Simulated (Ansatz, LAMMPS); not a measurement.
# Glassy 68GeO2-29SrO-3Gd2O3 (mol %) (105 atoms) under strain, part 4 of 4

Aim: relax glassy 68GeO2-29SrO-3Gd2O3 (mol %) (105 atoms), then change its volume and shape to read moduli from the stress.

Ansatz 0.2.0; Kohn-Sham DFT, revPBE, PAW (set soft_2), plane waves.

The cell: 26 Ge, 11 Sr, 2 Gd and 66 O. The quench rate of 20 K/ps is orders of magnitude faster than experiment. The network of bonds at the start is that of the classical potential that made the cell. Without a Hubbard term or exact exchange, open shells on Gd are likely too delocalised. Only the Γ point is sampled.

So far. Step 7 (Volume -6 %): The relaxation converged after 11 steps, 1.20 eV below its start, with a largest force component of 0.037 eV/Å. Step 7 (Volume -6 %): Volume -6 %: the energy stands 1.20 eV above that of the reference, at a pressure of 4.42 GPa.

### 8. Volume +6 %

The relaxed cell is scaled to another volume.

Input file input.yaml:

```yaml
crystal:
  lattice:
    - [11.54187, 0.05181, -0.15694]
    - [0.05181, 11.65541, -0.0421]
    - [-0.15694, -0.0421, 11.90092]
  atoms:
    [... the 105 atom lines of step 4 ...]
magnetization:
  spin_polarized: true
kpoints:
  mp_grid: { grid: [1, 1, 1] }
hamiltonian:
  xc: revpbe
scf:
  occupations: { method: fermi_dirac, width: 0.05 }
  lower_state_search: "off"
output:
  forces: true
  eigenvalues: true
  stress: true
relax:
  f_tol: 0.05
  max_steps: 70
```

The run is started by

```console
$ ansatz run input.yaml --threads 4 --pin off --max-ram 15872MiB --backend cpu --events-out ev --progress --plain --runs-dir out
```

Numbers of over 12 decimals in the logs are rounded to 6 here.

Output:

```text
[...]
Crystal: 105 atoms, lattice volume = 1600.635 Å³
Basis set: ecut = 420 eV, 31303 PW (Γ), exchange–correlation on 160×160×160 points (8 copies of the dense FFT grid, shifted against one another)
Bands: 565, of which v1, the nominal top of the filled ones, is band 453 counted from 1 (452 counted from 0)
Symmetry: 1 space group operations
[...]
k-points: 1
[...]
Starting moments: Σ|m| = 14 μB on 2 of 105 sites
[...]
SCF iter   1: F=—  HF=-207193.972317 eV  |F-HF|=—  |Δ(HF+E_count)|=         —  Δρ=1.39e-1 (↑1.39e-1 ↓1.39e-1)  dr2=1.91e3  dr2_m=5.47e1  M=-0.509 μB ∫|m|=2.298 μB  β_m=0.02  ethr=3.10e-3  ⟨swp⟩=7.0  Hψ=4974  notcnv=0  defer=147
[...]
SCF iter   2: F=—  HF=-207162.996384 eV  |F-HF|=—  |Δ(HF+E_count)|=    3.10e1  Δρ=1.33e-1 (↑1.33e-1 ↓1.33e-1)  dr2=1.74e3  dr2_m=5.23e1  M=-0.010 μB ∫|m|=1.636 μB  β_m=0.02  ethr=3.10e-3  ⟨swp⟩=2.0  Hψ=2210  notcnv=0  defer=191
[...]
SCF iter  20: F=—  HF=-207066.181800 eV  |F-HF|=—  |Δ(HF+E_count)|=    1.60e0  Δρ=4.19e-3 (↑2.66e-3 ↓4.19e-3)  dr2=1.97e0  dr2_m=5.26e-2  M=-0.000 μB ∫|m|=14.015 μB  β_m=0.30  ethr=3.58e-4  ⟨swp⟩=2.5  Hψ=2234  notcnv=0  defer=200
[...]
SCF iter  30: F=-207070.599618 eV  HF=-207070.599603 eV  |F-HF|=1.52e-5  |Δ(HF+E_count)|=   6.14e-5  Δρ=1.63e-5 (↑1.61e-5 ↓1.63e-5)  dr2=1.87e-5  dr2_m=1.74e-7  M=0.000 μB ∫|m|=14.025 μB  ethr=6.90e-9  ⟨swp⟩=13.5  Hψ=5852  notcnv=0
SCF 1 converged in 30 iterations: F = -207070.599618 eV  dr2 = 1.87e-5
[...]
relax step   1: F+E_penalty+E_count = -207070.59961843 eV  Δ(F+E_penalty+E_count) = +0.000e0 eV  max|allowed force component| = 7.194e-1 eV/Å  Δτ_max = 0.0000 Å  (30 SCF iters, dr2 threshold 6.25e-5 eV, accepted)
[... from here on, the SCF cycles and remarks between the steps are left out ...]
relax step   2: F+E_penalty+E_count = -207071.22546800 eV  Δ(F+E_penalty+E_count) = -6.258e-1 eV  max|allowed force component| = 5.314e-1 eV/Å  Δτ_max = 0.1542 Å  (8 SCF iters, dr2 threshold 3.23e-5 eV, accepted)
relax step   3: F+E_penalty+E_count = -207071.48975175 eV  Δ(F+E_penalty+E_count) = -2.643e-1 eV  max|allowed force component| = 2.584e-1 eV/Å  Δτ_max = 0.0733 Å  (8 SCF iters, dr2 threshold 1.76e-5 eV, accepted)
relax step   4: F+E_penalty+E_count = -207071.55977262 eV  Δ(F+E_penalty+E_count) = -7.002e-2 eV  max|allowed force component| = 1.440e-1 eV/Å  Δτ_max = 0.0425 Å  (7 SCF iters, dr2 threshold 1.58e-5 eV, accepted)
relax step   5: F+E_penalty+E_count = -207071.51043422 eV  Δ(F+E_penalty+E_count) = +4.934e-2 eV  max|allowed force component| = 3.799e-1 eV/Å  Δτ_max = 0.2000 Å  (9 SCF iters, dr2 threshold 4.90e-6 eV, rejected (line search))
relax step   6: F+E_penalty+E_count = -207071.63079821 eV  Δ(F+E_penalty+E_count) = -7.103e-2 eV  max|allowed force component| = 1.234e-1 eV/Å  Δτ_max = 0.0980 Å  (11 SCF iters, accepted)
relax step   7: F+E_penalty+E_count = -207071.64237714 eV  Δ(F+E_penalty+E_count) = -1.158e-2 eV  max|allowed force component| = 1.453e-1 eV/Å  Δτ_max = 0.0482 Å  (7 SCF iters, dr2 threshold 4.73e-6 eV, accepted)
relax step   8: F+E_penalty+E_count = -207071.65242205 eV  Δ(F+E_penalty+E_count) = -1.004e-2 eV  max|allowed force component| = 1.370e-1 eV/Å  Δτ_max = 0.0380 Å  (6 SCF iters, dr2 threshold 1.55e-5 eV, accepted)
relax step   9: F+E_penalty+E_count = -207071.66573571 eV  Δ(F+E_penalty+E_count) = -1.331e-2 eV  max|allowed force component| = 1.217e-1 eV/Å  Δτ_max = 0.0512 Å  (7 SCF iters, dr2 threshold 1.67e-5 eV, accepted)
relax step  10: F+E_penalty+E_count = -207071.68469125 eV  Δ(F+E_penalty+E_count) = -1.896e-2 eV  max|allowed force component| = 1.365e-1 eV/Å  Δτ_max = 0.0775 Å  (7 SCF iters, dr2 threshold 1.17e-5 eV, accepted)
relax step  11: F+E_penalty+E_count = -207071.69116891 eV  Δ(F+E_penalty+E_count) = -6.478e-3 eV  max|allowed force component| = 3.772e-1 eV/Å  Δτ_max = 0.1922 Å  (9 SCF iters, dr2 threshold 1.47e-5 eV, accepted)
relax step  12: F+E_penalty+E_count = -207071.73423945 eV  Δ(F+E_penalty+E_count) = -4.307e-2 eV  max|allowed force component| = 1.411e-1 eV/Å  Δτ_max = 0.0838 Å  (6 SCF iters, dr2 threshold 1.00e-4 eV, accepted)
relax step  13: F+E_penalty+E_count = -207071.78115606 eV  Δ(F+E_penalty+E_count) = -4.692e-2 eV  max|allowed force component| = 1.504e-1 eV/Å  Δτ_max = 0.2000 Å  (9 SCF iters, dr2 threshold 2.78e-6 eV, accepted)
relax step  14: F+E_penalty+E_count = -207071.80196491 eV  Δ(F+E_penalty+E_count) = -2.081e-2 eV  max|allowed force component| = 1.687e-1 eV/Å  Δτ_max = 0.0875 Å  (8 SCF iters, dr2 threshold 3.16e-6 eV, accepted)
relax step  15: F+E_penalty+E_count = -207071.81225265 eV  Δ(F+E_penalty+E_count) = -1.029e-2 eV  max|allowed force component| = 1.146e-1 eV/Å  Δτ_max = 0.0391 Å  (6 SCF iters, dr2 threshold 2.85e-5 eV, accepted)
relax step  16: F+E_penalty+E_count = -207071.81844915 eV  Δ(F+E_penalty+E_count) = -6.196e-3 eV  max|allowed force component| = 6.889e-2 eV/Å  Δτ_max = 0.0219 Å  (6 SCF iters, dr2 threshold 6.05e-6 eV, accepted)
relax step  17: F+E_penalty+E_count = -207071.82708446 eV  Δ(F+E_penalty+E_count) = -8.635e-3 eV  max|allowed force component| = 7.045e-2 eV/Å  Δτ_max = 0.0683 Å  (10 SCF iters, accepted)
relax step  18: F+E_penalty+E_count = -207071.83145194 eV  Δ(F+E_penalty+E_count) = -4.367e-3 eV  max|allowed force component| = 6.532e-2 eV/Å  Δτ_max = 0.0335 Å  (9 SCF iters, accepted)
relax step  19: F+E_penalty+E_count = -207071.83885660 eV  Δ(F+E_penalty+E_count) = -7.405e-3 eV  max|allowed force component| = 9.812e-2 eV/Å  Δτ_max = 0.0857 Å  (8 SCF iters, dr2 threshold 3.67e-6 eV, accepted)
relax step  20: F+E_penalty+E_count = -207071.84558440 eV  Δ(F+E_penalty+E_count) = -6.728e-3 eV  max|allowed force component| = 1.506e-1 eV/Å  Δτ_max = 0.1377 Å  (7 SCF iters, dr2 threshold 8.28e-6 eV, accepted)
relax step  21: F+E_penalty+E_count = -207071.85157335 eV  Δ(F+E_penalty+E_count) = -5.989e-3 eV  max|allowed force component| = 1.175e-1 eV/Å  Δτ_max = 0.0697 Å  (6 SCF iters, dr2 threshold 2.27e-5 eV, accepted)
relax step  22: F+E_penalty+E_count = -207071.85811753 eV  Δ(F+E_penalty+E_count) = -6.544e-3 eV  max|allowed force component| = 7.116e-2 eV/Å  Δτ_max = 0.0299 Å  (6 SCF iters, dr2 threshold 8.40e-6 eV, accepted)
relax step  23: F+E_penalty+E_count = -207071.85674583 eV  Δ(F+E_penalty+E_count) = +1.372e-3 eV  max|allowed force component| = 1.107e-1 eV/Å  Δτ_max = 0.0920 Å  (10 SCF iters, rejected (line search))
relax step  24: F+E_penalty+E_count = -207071.86637036 eV  Δ(F+E_penalty+E_count) = -8.253e-3 eV  max|allowed force component| = 4.083e-2 eV/Å  Δτ_max = 0.0448 Å  (9 SCF iters, accepted)
SCF converged after 9 iterations
Magnetization: -0.0000 μB (453.0000 up, 453.0000 down)
Absolute magnetization: 14.0302 μB (∫|ρ↑−ρ↓|, with the PAW one-centre terms)
[...]
Per-site moments (μB) at R_I (Å): [(1.2664220372341273e-5, 0.741200), (-6.905347956851309e-6, 0.747044), (2.953433853349431e-5, 0.715398), (0.000226442, 0.716110), (-0.000141613, 0.730042), [...]
Free energy (F): -207071.866370 eV
[...]
Internal energy: -207071.866370 eV  (E = F + TS)
E sigma→0 (E₀):  -207071.866370 eV
Entropy (-TS):   -0.000000 eV (-0.000 meV/atom)
Fermi energy:    6.709944 eV
[...]
Σ components = -207071.866370   (vs F -207071.866370, Δ=0.00e0)
--- Forces (eV/Å), atoms counted from 1 ---
  atom   1  Ge    -0.00511659     0.00404266    -0.00729021
  atom   2  Ge    -0.01279044    -0.00332293    -0.00110447
  atom   3  Ge     0.03784178     0.01797379     0.02164243
  atom   4  Ge     0.00383462    -0.01704155     0.01111195
[...]
atom 105  O      0.02523199    -0.00657020     0.00154169
  max |Σ_I F_I| component: 1.04e-4 eV/Å
--- Stress (GPa, compression-positive) ---
       -1.856506      -0.230777      -0.003806
       -0.230777      -2.247258      -0.431160
       -0.003806      -0.431160      -2.224768
  P = ⅓ Tr σ = -2.1095 GPa (-21.095 kbar)
--- Band table (eV) ---
[...]
--- Relaxed structure (24 steps of the walk, 22 accepted, 0 SCFs on fresh bases) ---
  F+E_penalty+E_count = -207071.86637036 eV   max|allowed force component| = 4.083e-2 eV/Å
  atoms:
    - { symbol: Ge, position: [0.770957, 0.347681, 0.438165] }
    - { symbol: Ge, position: [0.594789, 0.422707, 0.858355] }
    - { symbol: Ge, position: [0.105082, 0.564015, 0.810776] }
    - { symbol: Ge, position: [0.533907, 0.585845, 0.640097] }
[...]
- { symbol: O, position: [0.173972, 0.695492, 0.890774] }
```

Elapsed: 11 min, on 4 threads of Intel Xeon 6975P-C (Granite Rapids), shared host; peak memory 4.5 GiB.

The relaxation converged after 24 steps, 1.27 eV below its start, with a largest force component of 0.041 eV/Å.

Volume +6 %: the energy stands 0.645 eV above that of the reference, at a pressure of -2.11 GPa.

### 9. Volume -10 %

The relaxed cell is scaled to another volume.

Input and log are left out; they have the form of those shown for this kind of step.

Wall time 8 min (4 threads of Intel Xeon 6975P-C (Granite Rapids), shared host); peak memory 3.9 GiB.

The relaxation converged after 18 steps, 3.91 eV below its start, with a largest force component of 0.041 eV/Å.

Volume -10 %: the energy stands 3.31 eV above that of the reference, at a pressure of 6.90 GPa.

### 10. Stretched by 1 % along x

The relaxed cell is strained along x alone, which gives the stiffness along x and its coupling to y and z.

input.yaml, the sections that differ from step 8:

```yaml
crystal:
  lattice:
    - [11.43306, 0.05081, -0.15392]
    - [0.05132, 11.43121, -0.04129]
    - [-0.15546, -0.04129, 11.672]
  atoms:
    [... the 105 atom lines of step 4 ...]
# magnetization, kpoints, hamiltonian, scf, output, relax: as in step 8
```

Output:

```text
[...]
Crystal: 105 atoms, lattice volume = 1525.134 Å³
Basis set: ecut = 420 eV, 29787 PW (Γ), exchange–correlation on 160×160×160 points (8 copies of the dense FFT grid, shifted against one another)
Bands: 565, of which v1, the nominal top of the filled ones, is band 453 counted from 1 (452 counted from 0)
Symmetry: 1 space group operations
[...]
k-points: 1
[...]
Starting moments: Σ|m| = 14 μB on 2 of 105 sites
[...]
SCF iter   1: F=—  HF=-207193.592180 eV  |F-HF|=—  |Δ(HF+E_count)|=         —  Δρ=1.42e-1 (↑1.42e-1 ↓1.42e-1)  dr2=1.85e3  dr2_m=5.54e1  M=-0.067 μB ∫|m|=1.884 μB  β_m=0.02  ethr=3.10e-3  ⟨swp⟩=6.5  Hψ=4681  notcnv=0  defer=166
[...]
SCF iter   2: F=—  HF=-207163.160443 eV  |F-HF|=—  |Δ(HF+E_count)|=    3.04e1  Δρ=1.36e-1 (↑1.36e-1 ↓1.36e-1)  dr2=1.74e3  dr2_m=5.23e1  M=-0.006 μB ∫|m|=1.559 μB  β_m=0.02  ethr=3.10e-3  ⟨swp⟩=2.0  Hψ=2210  notcnv=0  defer=190
[...]
SCF iter  15: F=—  HF=-207067.227968 eV  |F-HF|=—  |Δ(HF+E_count)|=   3.82e-2  Δρ=7.14e-3 (↑7.14e-3 ↓6.72e-3)  dr2=7.03e0  dr2_m=2.71e-2  M=0.000 μB ∫|m|=14.077 μB  β_m=0.30  ethr=1.33e-3  ⟨swp⟩=2.5  Hψ=2229  notcnv=0  defer=203
[...]
SCF iter  26: F=-207072.398256 eV  HF=-207072.398248 eV  |F-HF|=7.90e-6  |Δ(HF+E_count)|=   5.80e-5  Δρ=1.61e-5 (↑1.61e-5 ↓1.55e-5)  dr2=1.62e-5  dr2_m=2.13e-8  M=-0.000 μB ∫|m|=14.025 μB  ethr=6.90e-9  ⟨swp⟩=13.0  Hψ=6764  notcnv=0
SCF 1 converged in 26 iterations: F = -207072.398256 eV  dr2 = 1.62e-5
[...]
relax step   1: F+E_penalty+E_count = -207072.39825610 eV  Δ(F+E_penalty+E_count) = +0.000e0 eV  max|allowed force component| = 3.365e-1 eV/Å  Δτ_max = 0.0000 Å  (26 SCF iters, dr2 threshold 6.25e-5 eV, accepted)
[...]
relax step   2: F+E_penalty+E_count = -207072.44552889 eV  Δ(F+E_penalty+E_count) = -4.727e-2 eV  max|allowed force component| = 1.722e-1 eV/Å  Δτ_max = 0.0439 Å  (7 SCF iters, dr2 threshold 7.08e-6 eV, accepted)
[...]
relax step   3: F+E_penalty+E_count = -207072.46549961 eV  Δ(F+E_penalty+E_count) = -1.997e-2 eV  max|allowed force component| = 6.360e-2 eV/Å  Δτ_max = 0.0223 Å  (9 SCF iters, accepted)
[...]
relax step   4: F+E_penalty+E_count = -207072.47122082 eV  Δ(F+E_penalty+E_count) = -5.721e-3 eV  max|allowed force component| = 3.799e-2 eV/Å  Δτ_max = 0.0138 Å  (8 SCF iters, accepted)
SCF converged after 8 iterations
Magnetization: -0.0000 μB (453.0000 up, 453.0000 down)
Absolute magnetization: 14.0270 μB (∫|ρ↑−ρ↓|, with the PAW one-centre terms)
[...]
Per-site moments (μB) at R_I (Å): [(2.072568094451381e-6, 0.743940), (-2.335298763357535e-6, 0.751572), (2.9379014544009888e-5, 0.715566), (0.00023053, 0.726847), (-0.000118459, 0.731092), [...]
Free energy (F): -207072.471221 eV
[...]
Internal energy: -207072.471221 eV  (E = F + TS)
E sigma→0 (E₀):  -207072.471221 eV
Entropy (-TS):   -0.000000 eV (-0.000 meV/atom)
Fermi energy:    7.363583 eV
[...]
Σ components = -207072.471221   (vs F -207072.471221, Δ=0.00e0)
--- Forces (eV/Å), atoms counted from 1 ---
  atom   1  Ge    -0.01571332     0.01020480     0.01021254
  atom   2  Ge     0.03799112     0.00785696    -0.00731107
  atom   3  Ge     0.03055930    -0.01878606     0.00303221
  atom   4  Ge    -0.02192837    -0.00354875    -0.02608478
[...]
atom 105  O      0.00860882    -0.01751249    -0.01476789
  max |Σ_I F_I| component: 2.40e-4 eV/Å
--- Stress (GPa, compression-positive) ---
       -0.876320      -0.038481      -0.063059
       -0.038481      -0.393503      -0.034354
       -0.063059      -0.034354      -0.349584
  P = ⅓ Tr σ = -0.5398 GPa (-5.398 kbar)
--- Band table (eV) ---
[...]
--- Relaxed structure (4 steps of the walk, 4 accepted, 0 SCFs on fresh bases) ---
  F+E_penalty+E_count = -207072.47122082 eV   max|allowed force component| = 3.799e-2 eV/Å
  atoms:
    - { symbol: Ge, position: [0.770499, 0.352198, 0.441427] }
    - { symbol: Ge, position: [0.592579, 0.440197, 0.852015] }
    - { symbol: Ge, position: [0.096531, 0.558982, 0.800675] }
    - { symbol: Ge, position: [0.528040, 0.605207, 0.608658] }
[...]
- { symbol: O, position: [0.169428, 0.689060, 0.885497] }
```

Run time: 2.2 min. Hardware: 4 threads; peak memory 4.4 GiB; 8.5 min of CPU time.

The relaxation converged after 4 steps, 0.0730 eV below its start, with a largest force component of 0.038 eV/Å.

Stretched by 1 % along x: the energy stands 0.0405 eV above that of the reference, at a pressure of -0.540 GPa.

### 11. Pressure against volume

Atoms are relaxed at each volume, in the scaled cell.

| volume change (%) | volume (Å³/atom) | energy change (meV/atom) | pressure (GPa) | largest move on relaxing (Å) | bonds | gap (eV) |
| --- | --- | --- | --- | --- | --- | --- |
| -10 | 12.943 | 31.56 | 6.90 | 1.01 | 227 | 2.29 |
| -6 | 13.518 | 11.44 | 4.42 | 0.22 | 217 | 2.13 |
| -3 | 13.950 | 2.85 | 2.17 | 0.08 | 214 | 2.04 |
| +0 | 14.381 | 0.00 | 0.00 | - | 209 | 1.95 |
| +3 | 14.813 | 2.07 | -1.59 | 0.17 | 206 | 1.91 |
| +6 | 15.244 | 6.15 | -2.11 | 0.51 | 198 | 1.94 |

### 12. Uniaxial strain and shear

Stress (GPa, compression positive) less that of the relaxed cell, atoms relaxed:

| strain | xx | yy | zz | xy | energy change (meV/atom) |
| --- | --- | --- | --- | --- | --- |
| stretched by 1 % along x | -0.859 | -0.380 | -0.372 | -0.031 | 0.39 |

### 13. What came out

The bulk modulus, from the slope of pressure against ln V over the three points nearest the relaxed volume, is 62.6 GPa; between neighbouring points the slope runs 57, 72, 71, 54 and 18 GPa from the smallest volume up, without a steady fall, so no pressure derivative is given. The count of bonds runs from 198 to 227 over the series, so at some points contacts cross the cutoffs. At -10 % and +6 % some atom moved by over 0.5 Å on relaxing, so those points may sit in another local minimum. The gap goes from 2.29 eV at the smallest volume to 1.94 eV at the largest, -2.3 eV per unit of ln V by a straight line, not monotonically (lowest 1.91, highest 2.29 eV), on the run's k-points.

Caveats: Strains are finite and relaxations stop at the force tolerance of the input, which can leave moduli too stiff; they are those of a static cell at zero temperature. Volumes are changed with the cell's shape held, so in an anisotropic solid the modulus lies over the one under free hydrostatic load. The program notes that the SCF threshold of the relaxations is loose for the stress. In the spin-polarised runs the search for a state of lower energy was switched off. The run was spin polarised, started with 1 moments up and 1 down in a pattern of our own, ending at 0.0 μB in the cell; that starting order needn't be the real material's, and it bears on forces, charges and levels.

The DFT runs together took 56 min of wall time.

[Logs are printed without paths, hosts, clocks, repeated set-up lines and the standing remarks that a program may print on its own settings, such as how far it seeks lower states.]

[Hosts, paths, dates, database ids (printed as entryN), source tags and the programs' standing remarks are cut or masked in the printed files.]
